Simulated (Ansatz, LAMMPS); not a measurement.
# Structural relaxation of a frame of liquid Na2CO3 from 1100 K (108 atoms), part 3 of 3

Aim: bring a frame of liquid Na2CO3 from 1100 K (108 atoms) to a nearby minimum of the energy and see what moves.

Ansatz 0.2.0; Kohn-Sham DFT, PBE, PAW (set soft_2), plane waves.

The cell: 18 C, 54 O and 36 Na. The starting topology of bonds comes from the classical model. The Brillouin zone is sampled at Γ only, in a cell whose shortest periodic width is 12 Å.

So far, density (g/cm³): step 5 (structure statistics after relaxation) 1.99.

## (6) Single point at the relaxed geometry

The electronic structure is read at the final geometry, in a run of its own.

input.yaml

```yaml
crystal:
  lattice:
    - [11.6842, 0.0, 0.0]
    - [0.0, 11.6842, 0.0]
    - [0.0, 0.0, 11.6842]
  atoms:
    - { symbol: C, position: [0.57976, 0.78784, 0.03909] }
    - { symbol: O, position: [0.63222, 0.88425, 0.05329] }
    - { symbol: O, position: [0.59956, 0.72452, 0.94887] }
    - { symbol: O, position: [0.50293, 0.75504, 0.11232] }
    - { symbol: C, position: [0.50209, 0.78744, 0.64944] }
    - { symbol: O, position: [0.39123, 0.77097, 0.64808] }
    - { symbol: O, position: [0.54056, 0.88391, 0.69163] }
    - { symbol: O, position: [0.57213, 0.71399, 0.60737] }
    - { symbol: C, position: [0.54885, 0.51959, 0.29665] }
    - { symbol: O, position: [0.64933, 0.55139, 0.32914] }
    - { symbol: O, position: [0.53296, 0.42082, 0.24582] }
    - { symbol: O, position: [0.46168, 0.58627, 0.31601] }
    - { symbol: C, position: [0.20993, 0.32039, 0.25559] }
    - { symbol: O, position: [0.13519, 0.25134, 0.20973] }
    - { symbol: O, position: [0.21635, 0.42605, 0.22] }
    - { symbol: O, position: [0.27989, 0.28433, 0.33451] }
    - { symbol: C, position: [0.62213, 0.3368, 0.89698] }
    - { symbol: O, position: [0.54612, 0.33517, 0.9792] }
    - { symbol: O, position: [0.65017, 0.434, 0.84928] }
    - { symbol: O, position: [0.67215, 0.24352, 0.86285] }
    - { symbol: C, position: [0.83107, 0.84521, 0.39296] }
    - { symbol: O, position: [0.79706, 0.80904, 0.29399] }
    - { symbol: O, position: [0.83964, 0.77352, 0.47803] }
    - { symbol: O, position: [0.85407, 0.95361, 0.40988] }
    - { symbol: C, position: [0.13782, 0.82861, 0.14649] }
    - { symbol: O, position: [0.03746, 0.79925, 0.18394] }
    - { symbol: O, position: [0.17629, 0.93142, 0.16102] }
    - { symbol: O, position: [0.19944, 0.74995, 0.09414] }
    - { symbol: C, position: [0.27841, 0.51401, 0.93127] }
    - { symbol: O, position: [0.24818, 0.40648, 0.93302] }
    - { symbol: O, position: [0.35512, 0.55087, 0.00261] }
    - { symbol: O, position: [0.23151, 0.58427, 0.85871] }
    - { symbol: C, position: [0.00043, 0.25177, 0.70065] }
    - { symbol: O, position: [0.95405, 0.15243, 0.71832] }
    - { symbol: O, position: [0.07803, 0.26376, 0.62252] }
    - { symbol: O, position: [0.96952, 0.34171, 0.75823] }
    - { symbol: C, position: [0.49763, 0.9791, 0.34617] }
    - { symbol: O, position: [0.49455, 0.08291, 0.30374] }
    - { symbol: O, position: [0.58636, 0.94332, 0.40096] }
    - { symbol: O, position: [0.4118, 0.91052, 0.3256] }
    - { symbol: C, position: [0.31356, 0.03812, 0.93235] }
    - { symbol: O, position: [0.32895, 0.10661, 0.01914] }
    - { symbol: O, position: [0.3718, 0.94449, 0.92262] }
    - { symbol: O, position: [0.24066, 0.06777, 0.85251] }
    - { symbol: C, position: [0.88685, 0.16144, 0.10773] }
    - { symbol: O, position: [0.92363, 0.22758, 0.02482] }
    - { symbol: O, position: [0.81587, 0.2007, 0.18373] }
    - { symbol: O, position: [0.92458, 0.05704, 0.11369] }
    - { symbol: C, position: [0.77204, 0.30369, 0.48873] }
    - { symbol: O, position: [0.87406, 0.28056, 0.44998] }
    - { symbol: O, position: [0.75549, 0.39813, 0.54559] }
    - { symbol: O, position: [0.68942, 0.23079, 0.47448] }
    - { symbol: C, position: [0.88552, 0.5073, 0.08131] }
    - { symbol: O, position: [0.95303, 0.52128, 0.99284] }
    - { symbol: O, position: [0.92942, 0.49585, 0.18264] }
    - { symbol: O, position: [0.77625, 0.50142, 0.06455] }
    - { symbol: C, position: [0.1767, 0.00374, 0.51298] }
    - { symbol: O, position: [0.13059, 0.92456, 0.5756] }
    - { symbol: O, position: [0.28149, 0.03588, 0.53251] }
    - { symbol: O, position: [0.11994, 0.05216, 0.43001] }
    - { symbol: C, position: [0.39691, 0.37505, 0.61506] }
    - { symbol: O, position: [0.41835, 0.30178, 0.69458] }
    - { symbol: O, position: [0.47367, 0.3975, 0.53713] }
    - { symbol: O, position: [0.29721, 0.42507, 0.60753] }
    - { symbol: C, position: [0.10197, 0.59824, 0.48168] }
    - { symbol: O, position: [0.02551, 0.55157, 0.41618] }
    - { symbol: O, position: [0.08585, 0.60019, 0.59236] }
    - { symbol: O, position: [0.19505, 0.64217, 0.43772] }
    - { symbol: C, position: [0.90432, 0.84765, 0.84742] }
    - { symbol: O, position: [0.00309, 0.82969, 0.79877] }
    - { symbol: O, position: [0.87393, 0.78181, 0.93175] }
    - { symbol: O, position: [0.83796, 0.92943, 0.81215] }
    - { symbol: Na, position: [0.23142, 0.23049, 0.52155] }
    - { symbol: Na, position: [0.00978, 0.9717, 0.2824] }
    - { symbol: Na, position: [0.05866, 0.68871, 0.94563] }
    - { symbol: Na, position: [0.54914, 0.54047, 0.9878] }
    - { symbol: Na, position: [0.12382, 0.09887, 0.06385] }
    - { symbol: Na, position: [0.35118, 0.65812, 0.17642] }
    [... 24 atom lines left out ...]
    - { symbol: Na, position: [0.71961, 0.08484, 0.333] }
    - { symbol: Na, position: [0.68642, 0.34688, 0.14773] }
    - { symbol: Na, position: [0.34403, 0.75235, 0.94339] }
    - { symbol: Na, position: [0.64751, 0.89242, 0.85276] }
    - { symbol: Na, position: [0.83782, 0.60971, 0.33756] }
    - { symbol: Na, position: [0.99592, 0.78448, 0.60289] }
kpoints:
  mp_grid: { grid: [1, 1, 1] }
hamiltonian:
  xc: pbe
scf:
  occupations: { method: gaussian, width: 0.05 }
output:
  forces: true
  stress: true
  populations: intrinsic
  dos:
    method: { smearing: { sigma: 0.1 } }
    de: 0.1
    projected: { site_lists: { C: [C], Na: [Na], O: [O] } }
  eigenvalues: true
  write_density: true
  write_potential: true
  volumetric_format: npy
```

Launch:

```console
ansatz run input.yaml --threads 4 --pin off --max-ram 8192MiB --backend cpu --events-out ev --progress --plain --runs-dir out
```

Numbers of over 12 decimals in the logs are rounded to 6 here.

The log of the run:

```text
[...]
Crystal: 108 atoms, lattice volume = 1595.133 Å³
Basis set: ecut = 420 eV, 31343 PW (Γ), exchange–correlation on 160×160×160 points (8 copies of the dense FFT grid, shifted against one another)
Bands: 468, of which v1, the nominal top of the filled ones, is band 360 counted from 1 (359 counted from 0)
Symmetry: 1 space group operations
[...]
k-points: 1
[...]
SCF iter   1: F=—  HF=-88718.670919 eV  |F-HF|=—  |Δ(HF+E_count)|=         —  Δρ=1.61e-3  dr2=5.72e-2  ethr=1.77e-3  ⟨swp⟩=5.0  Hψ=1658  notcnv=0  defer=88
[...]
SCF iter   9: F=-88718.650097 eV  HF=-88718.650097 eV  |F-HF|=1.29e-8  |Δ(HF+E_count)|=   6.24e-8  Δρ=2.34e-6  dr2=7.47e-8  ethr=1.39e-11  ⟨swp⟩=16.0  Hψ=3627  notcnv=0
SCF 1 converged in 9 iterations: F = -88718.650097 eV  dr2 = 7.47e-8
[...]
WARN: The input density's exchange-correlation potential varies sharply where the density is thin. Do not read a vacuum level from v_tot or v_xc, or from such a field of the output density. On a cell that repeats whose density bears no net charge and no dipole along the vacuum's axis use v_es (v_loc + v_h of the components); [...]
SCF converged after 9 iterations
Free energy (F): -88718.650097 eV
[...]
Internal energy: -88718.650097 eV  (E = F + TS)
E sigma→0 (E₀):  -88718.650097 eV
Fermi energy:    3.708428 eV
[...]
--- Forces (eV/Å), atoms counted from 1 ---
  atom   1  C      0.01891286    -0.00220038    -0.02932283
  atom   2  O     -0.00549538     0.00035807     0.00661443
  atom   3  O     -0.00460254     0.01315256     0.01471362
  atom   4  O     -0.00768954    -0.00478584     0.01124002
  atom   5  C      0.00428471    -0.00413272     0.00759653
  atom   6  O     -0.00025375     0.00255716    -0.00364536
  atom   7  O     -0.00368817    -0.00355998    -0.00037013
  atom   8  O      0.00022555     0.00267678    -0.00379195
  atom   9  C      0.00092579    -0.01719296    -0.00833974
  atom  10  O      0.00117305     0.00499174     0.00457817
  atom  11  O      0.00251749     0.00763078     0.01203909
  atom  12  O     -0.00551347     0.00707673    -0.00237666
  atom  13  C     -0.00341203     0.00269641    -0.00438252
  atom  14  O     -0.00010370    -0.00077643     0.00095410
[...]
atom 107  Na     0.00107519    -0.00139295    -0.00149342
  atom 108  Na     0.00144141    -0.00176557    -0.00120330
  max |Σ_I F_I| component: 1.76e-4 eV/Å
--- Stress (GPa, compression-positive) ---
       -0.223241       0.110125      -0.689814
        0.110125      -1.024274      -0.332200
       -0.689814      -0.332200      -0.270048
  P = ⅓ Tr σ = -0.5059 GPa (-5.059 kbar)
--- Band table (eV) ---
[...]
--- intrinsic populations: 108 sites ---
  site symbol       q [e]
     0      C      3.3989
     1      O      6.7034
     2      O      6.7446
[...]
107     Na      8.2018
  spilling = -0.000000 (of n_electrons = 720.000000)
```

The job ended after 25 s (4 threads of Arm Neoverse V2, shared host; peak memory 2.2 GiB).

The program notes that the exchange-correlation potential is rough where the density is thin.

The run gave:

| Property | Result |
| --- | --- |
| free energy | -88718.6501 eV |
| free energy per atom | -821.4690 eV/atom |
| SCF cycles | 9 |
| pressure | -0.5059 GPa |
| r.m.s. force component | 0.0053 eV/Å |
| longest force | 0.03496 eV/Å |
| Fermi energy | 3.708 eV |
| gap (highest filled to lowest empty level) | 3.376 eV |

Intrinsic-atomic-orbital charges by element and coordination:

| element | coordination | atoms | mean charge (e) | spread | least | most |
| --- | --- | --- | --- | --- | --- | --- |
| C | all | 18 | 0.608 | 0.0101 | 0.587 | 0.627 |
| Na | all | 36 | 0.788 | 0.0109 | 0.768 | 0.810 |
| Na | 4 | 8 | 0.793 | 0.006 | 0.785 | 0.800 |
| Na | 5 | 16 | 0.792 | 0.0114 | 0.771 | 0.810 |
| Na | 6 | 11 | 0.782 | 0.0087 | 0.768 | 0.798 |
| Na | 7 | 1 | 0.773 | 0 | 0.773 | 0.773 |
| O | all | 54 | -0.728 | 0.0141 | -0.763 | -0.697 |
| O | 3 | 3 | -0.709 | 0.0132 | -0.727 | -0.697 |
| O | 4 | 26 | -0.725 | 0.0139 | -0.754 | -0.703 |
| O | 5 | 24 | -0.734 | 0.0111 | -0.763 | -0.718 |
| O | 6 | 1 | -0.735 | 0 | -0.735 | -0.735 |

States in the cell by windows of 1 eV, zero at the Fermi level; the larger projections on atomic orbitals stand beside the total:

| from (eV) | to (eV) | total | O p | Na s | C p | O s |
| --- | --- | --- | --- | --- | --- | --- |
| -10 | -9 | 27.4 | 15.0 | 1.1 | 0.1 | 7.8 |
| -9 | -8 | 9.1 | 5.1 | 0.3 | 0.1 | 2.6 |
| -8 | -7 | 100.2 | 64.2 | 1.4 | 22.6 | 10.6 |
| -7 | -6 | 7.3 | 4.3 | 0.0 | 2.7 | 0.3 |
| -6 | -5 | 0.0 | 0.0 | 0.0 | 0.0 | 0.0 |
| -5 | -4 | 10.1 | 9.3 | 0.7 | 0.0 | 0.1 |
| -4 | -3 | 123.7 | 119.1 | 2.4 | 0.2 | 0.2 |
| -3 | -2 | 18.1 | 17.8 | 0.1 | 0.0 | 0.0 |
| -2 | -1 | 28.1 | 27.8 | 0.1 | 0.0 | 0.0 |
| -1 | 1 | 0.0 | 0.0 | 0.0 | 0.0 | 0.0 |
| 1 | 2 | 2.0 | 0.0 | 1.5 | 0.0 | 0.4 |
| 2 | 3 | 5.5 | 0.3 | 3.8 | 0.3 | 0.5 |
| 3 | 4 | 38.8 | 10.3 | 10.9 | 12.9 | 1.3 |
| 4 | 5 | 30.3 | 5.8 | 12.7 | 5.4 | 1.4 |

Between -26 and -10 eV lie 324 more states.

About 72 of the 720 electrons lie in deeper levels, below the stored range.

The levels nearest the highest filled one (over half full), pooled over k-points and spins:

| level less the highest filled one (eV) | occupation |
| --- | --- |
| -0.120 | 2 |
| -0.0871 | 2 |
| -0.0757 | 2 |
| -0.0507 | 2 |
| -0.0177 | 2 |
| 0 | 2 |
| 3.38 | 0 |
| 4.42 | 0 |
| 4.55 | 0 |
| 4.69 | 0 |
| 4.73 | 0 |
| 4.77 | 0 |

Valence density in the ac plane at fractional y = 0.244, with atoms of O and C and Na within 0.2 Å of it. It is the smooth field of the valence electrons, not physical close to the nuclei.

Ten steps, logarithmic in the rise over the least value, from '0' (0 e/Å³) to '9' (14 e/Å³), each cell a mean:
```
100000000000000011111111000024543
000000000014641001112343200001110
000000000048983000124776410000000
000000000037872000024787410000000
110000000002321000012454210000011
321000000000122100000111000000123
543210000001244310001100000001245
555431000001344310024310000000235
467752000000122210023310000000123
357642122100000000001100000000001
123322588410000000001222221111000
000002799610000000002466543333210
000000366300000011013687643466420
000000011110000366412456432466420
000000023432001589621122111233210
000000135653100366410000000011000
000112235543100011000000000000011
012455433321000000000000011211111
013687531100000000000000134532100
013576421000000000000000146642100
001233210000000000000000124432210
100010000000000000000000011223432
200000000000000000000000000135764
200000000000000001110000000136775
```
Columns run along a (11.7 Å), rows up along c (11.7 Å). Atoms in or near the plane, at fractional coordinates: O at (0.14, 0.21), O at (0.67, 0.86), C at (0.00, 0.70), O at (0.92, 0.02), O at (0.69, 0.47), Na at (0.23, 0.52), Na at (0.37, 0.88).

Electrostatic potential energy in the ac plane at fractional y = 0.244, with atoms of O and C and Na within 0.2 Å of it. With pseudopotentials it is smooth inside the atoms' cores, unlike the true potential.

Ten even steps from '0' (-38 eV) to '9' (7 eV), each cell a mean:
```
999999999999889999999999999998679
999999999986468999999878999999999
999999999860006899997102899999999
999999999872027899997101899999999
999999999988788999999768999999999
578999999999999999999999999999986
027999999999988999988899999999850
014699999999977999876689999999850
520069999999999999987789999999986
951279877899999999998999999999999
998898511589999999999999989999999
999998300389999999999732567888999
999998644789999888999400267733799
999999999999998743689844788733799
999999998889998400289999999999999
999999995259998733689999999999999
999999986469999988899999999999888
999755788999999999999999999999888
998200589999999999999999997689999
999412799999999999999999984369999
999989999999999999999999998788999
999999999999999999999999999998889
999999999999999999999999999994127
999999999999999999999999999982006
```
Columns run along a (11.7 Å; values clipped at the 3rd and 97th percentile), rows up along c (11.7 Å). Atoms in or near the plane, at fractional coordinates: O at (0.14, 0.21), O at (0.67, 0.86), C at (0.00, 0.70), O at (0.92, 0.02), O at (0.69, 0.47), Na at (0.23, 0.52), Na at (0.37, 0.88).

Mean intrinsic-atomic-orbital charges: C +0.61, Na +0.79, O -0.73 e. The largest share in the top eV of filled states is O p (100 % of the projected weight), and in the lowest eV of empty states Na s (78 % of the projected weight).

A closer look about O72, which has 3 bonded neighbours where the commonest count for O is 4: 11 atoms, nearest first, numbered in the order of the input, with positions taken from that point.

| atom | x | y | z | distance (Å) | bonds | intrinsic-atomic-orbital charge (e) |
| --- | --- | --- | --- | --- | --- | --- |
| O72 | 0.00 | 0.00 | 0.00 | 0.00 | 3 | -0.73 |
| C69 | 0.78 | -0.96 | 0.41 | 1.30 | 3 | 0.61 |
| O71 | 0.42 | -1.72 | 1.40 | 2.26 | 4 | -0.73 |
| O70 | 1.93 | -1.17 | -0.16 | 2.26 | 4 | -0.73 |
| Na91 | -0.07 | 2.22 | 0.63 | 2.31 | 4 | 0.80 |
| Na106 | -2.23 | -0.43 | 0.47 | 2.32 | 4 | 0.79 |
| Na94 | 2.86 | 0.88 | -0.68 | 3.07 | 4 | 0.79 |
| O34 | 1.36 | 2.61 | -1.10 | 3.14 | 4 | -0.72 |
| Na108 | 1.85 | -1.69 | -2.45 | 3.50 | 4 | 0.80 |
| Na87 | -1.78 | -0.58 | -2.96 | 3.50 | 5 | 0.80 |
| Na95 | -0.02 | -0.69 | 3.46 | 3.53 | 5 | 0.79 |

The column of bonds counts only the pairs O-Na within 2.98 Å, O-C within 1.73 Å; other neighbours, such as metal atoms beside each other in a compound, aren't counted, and periodic images can show an atom twice.

## (7) Other settings

Changed here: basis.ecutwfc = "14.7 Ry", basis.xc_grid = 3 and scf.eigensolver.kind = "davidson".

input.yaml

```yaml
crystal:
  lattice:
    - [11.6842, 0.0, 0.0]
    - [0.0, 11.6842, 0.0]
    - [0.0, 0.0, 11.6842]
  atoms:
    [... the 108 atom lines of step 3 ...]
kpoints:
  mp_grid: { grid: [1, 1, 1] }
hamiltonian:
  xc: pbe
scf:
  occupations: { method: gaussian, width: 0.05 }
  eigensolver: { kind: davidson }
output:
  forces: true
  stress: true
  populations: true
  dos:
    method: { smearing: { sigma: 0.1 } }
    de: 0.1
    projected: { site_lists: { C: [C], Na: [Na], O: [O] } }
  eigenvalues: true
basis:
  ecutwfc: "14.7 Ry"
  xc_grid: 3
```

The log of the run:

```text
Warning: basis.ecutwfc = 200.003689 eV is below the records' recommended 420 eV, and the density's cutoff is lower with it unless basis.ecutrho_ratio is high enough to keep the records' density cutoff: compare with a run at a higher cutoff
[...]
Crystal: 108 atoms, lattice volume = 1595.133 Å³
Basis set: ecut = 200.003689 eV, 10251 PW (Γ), exchange–correlation on 162×162×162 points (27 copies of the dense FFT grid, shifted against one another)
Bands: 468, of which v1, the nominal top of the filled ones, is band 360 counted from 1 (359 counted from 0)
Symmetry: 1 space group operations
[...]
k-points: 1
[...]
SCF iter   1: F=—  HF=-88237.761867 eV  |F-HF|=—  |Δ(HF+E_count)|=         —  Δρ=1.17e-1  dr2=8.19e1  ethr=1.77e-3  ⟨swp⟩=15.0  Hψ=2098  notcnv=0
[...]
SCF iter  11: F=-88205.199609 eV  HF=-88205.199609 eV  |F-HF|=5.15e-9  |Δ(HF+E_count)|=   4.55e-8  Δρ=1.38e-6  dr2=2.69e-8  ethr=7.88e-11  ⟨swp⟩=4.0  Hψ=952  notcnv=0
SCF 1 converged in 11 iterations: F = -88205.199609 eV  dr2 = 2.69e-8
  Residual-converged pass: ⟨swp⟩=2.0  Hψ=778  notcnv=0  max |occ|·‖R‖ = 6.3e-6 eV (tolerance 6.7e-6 eV)  dr2=2.74e-8  dr2_onsite=1.32e-9  max |Δocc| = 4.2e-59
[...]
SCF converged after 11 iterations
Free energy (F): -88205.199609 eV
[...]
Internal energy: -88205.199609 eV  (E = F + TS)
E sigma→0 (E₀):  -88205.199609 eV
Fermi energy:    3.923178 eV
[...]
--- Forces (eV/Å), atoms counted from 1 ---
  atom   1  C     -1.30887220    -2.29238934    -2.81796532
  atom   2  O      0.86943300     8.90848293     2.97594459
  atom   3  O     -2.27848106    -6.51940438    -0.92858582
  atom   4  O      2.97098269    -0.04907783    -0.59643828
  atom   5  C     -1.94638832     3.40544946    -0.84180902
  atom   6  O      1.03026141    -2.28968463    -0.47723112
  atom   7  O      2.07888536    -0.61370480     0.29795402
  atom   8  O      0.71382597    -0.93229749     1.60914456
  atom   9  C      2.20217958    -2.64249745     3.41569558
  atom  10  O      2.63458065     1.92362379    -0.55399916
  atom  11  O     -4.14804376    -2.71672009    -2.12010234
  atom  12  O     -0.66202484     1.82242172    -0.03991355
  atom  13  C      3.17393303     0.48933517    -3.24507376
  atom  14  O     -1.71319000    -1.24206930     1.30808285
[...]
atom 107  Na     0.16127492    -0.50964863    -0.58935863
  atom 108  Na     0.62994297     0.22459473    -0.31606992
  max |Σ_I F_I| component: 4.57e-4 eV/Å
--- Stress (GPa, compression-positive) ---
        4.092168       1.813826       0.019257
        1.813826       5.466092      -0.356963
        0.019254      -0.356963       1.489614
  P = ⅓ Tr σ = 3.6826 GPa (36.826 kbar)
--- Band table (eV) ---
[...]
--- Löwdin populations: 108 sites ---
  site symbol       q [e]
     0      C      3.3045
     1      O      6.6341
     2      O      6.7370
[...]
107     Na      8.1608
  spilling = 0.006618 (of n_electrons = 720.000000)
```

Run time: 20 s. Hardware: 4 threads; peak memory 1.2 GiB.

The program notes that the cutoff lies under the one recommended for these potentials.

Forces differ from those of the single point at the start by 672 meV/Å r.m.s., 27 % of their size; the energy by +4524 meV/atom, the pressure by -3.6 GPa and the gap by -0.19 eV. It took 0.74 times the reference's time (shared host, so rough).

## (8) Outcome

```json
{"energy change in the relaxation": "-230.3 meV/atom", "r.m.s. displacement": "0.694 Å", "largest displacement": "1.844 Å", "free energy per atom": "-821.4690 eV/atom", "pressure": "-0.5059 GPa", "r.m.s. force component": "0.0053 eV/Å", "gap (highest filled to lowest empty level)": "3.376 eV", "wall time of the 4 DFT runs": "5.9 min"}
```

Relaxation lowers the energy by 230 meV/atom and moves atoms by 0.69 Å r.m.s.; the r.m.s. force component goes from 2.5 to 0.0053 eV/Å, the pressure goes from 7.3 to -0.51 GPa, and the gap from 1.29 to 3.38 eV. By the final cutoffs 26 of 230 bonded pairs parted and 35 joined. First to last step the energy falls by 24.871 eV; the largest move, 1.84 Å, is that of Na95, with 1 other atom within 2 % of it. The O-C bonds go from 1.266 Å (spread 0.049) to 1.302 Å (spread 0.007). Counting bonds as in the table, all C atoms have 3, 44 % of Na atoms have 5 and 48 % of O atoms have 4 bonded neighbours. The highest filled and lowest empty levels differ by 3.38 eV (at Γ alone); a semilocal functional tends to put such gaps too low. In a disordered cell it changes from sample to sample and from frame to frame.

**Limits.** The starting topology of bonds comes from the classical model; in DFT 26 of its 230 bonded pairs passed out of the cutoffs and 35 came within them.

[Logs are printed without paths, hosts, clocks, repeated set-up lines and the standing remarks that a program may print on its own settings, such as how far it seeks lower states.]

[Hosts, paths, dates, database ids (printed as entryN), source tags and the programs' standing remarks are cut or masked in the printed files.]
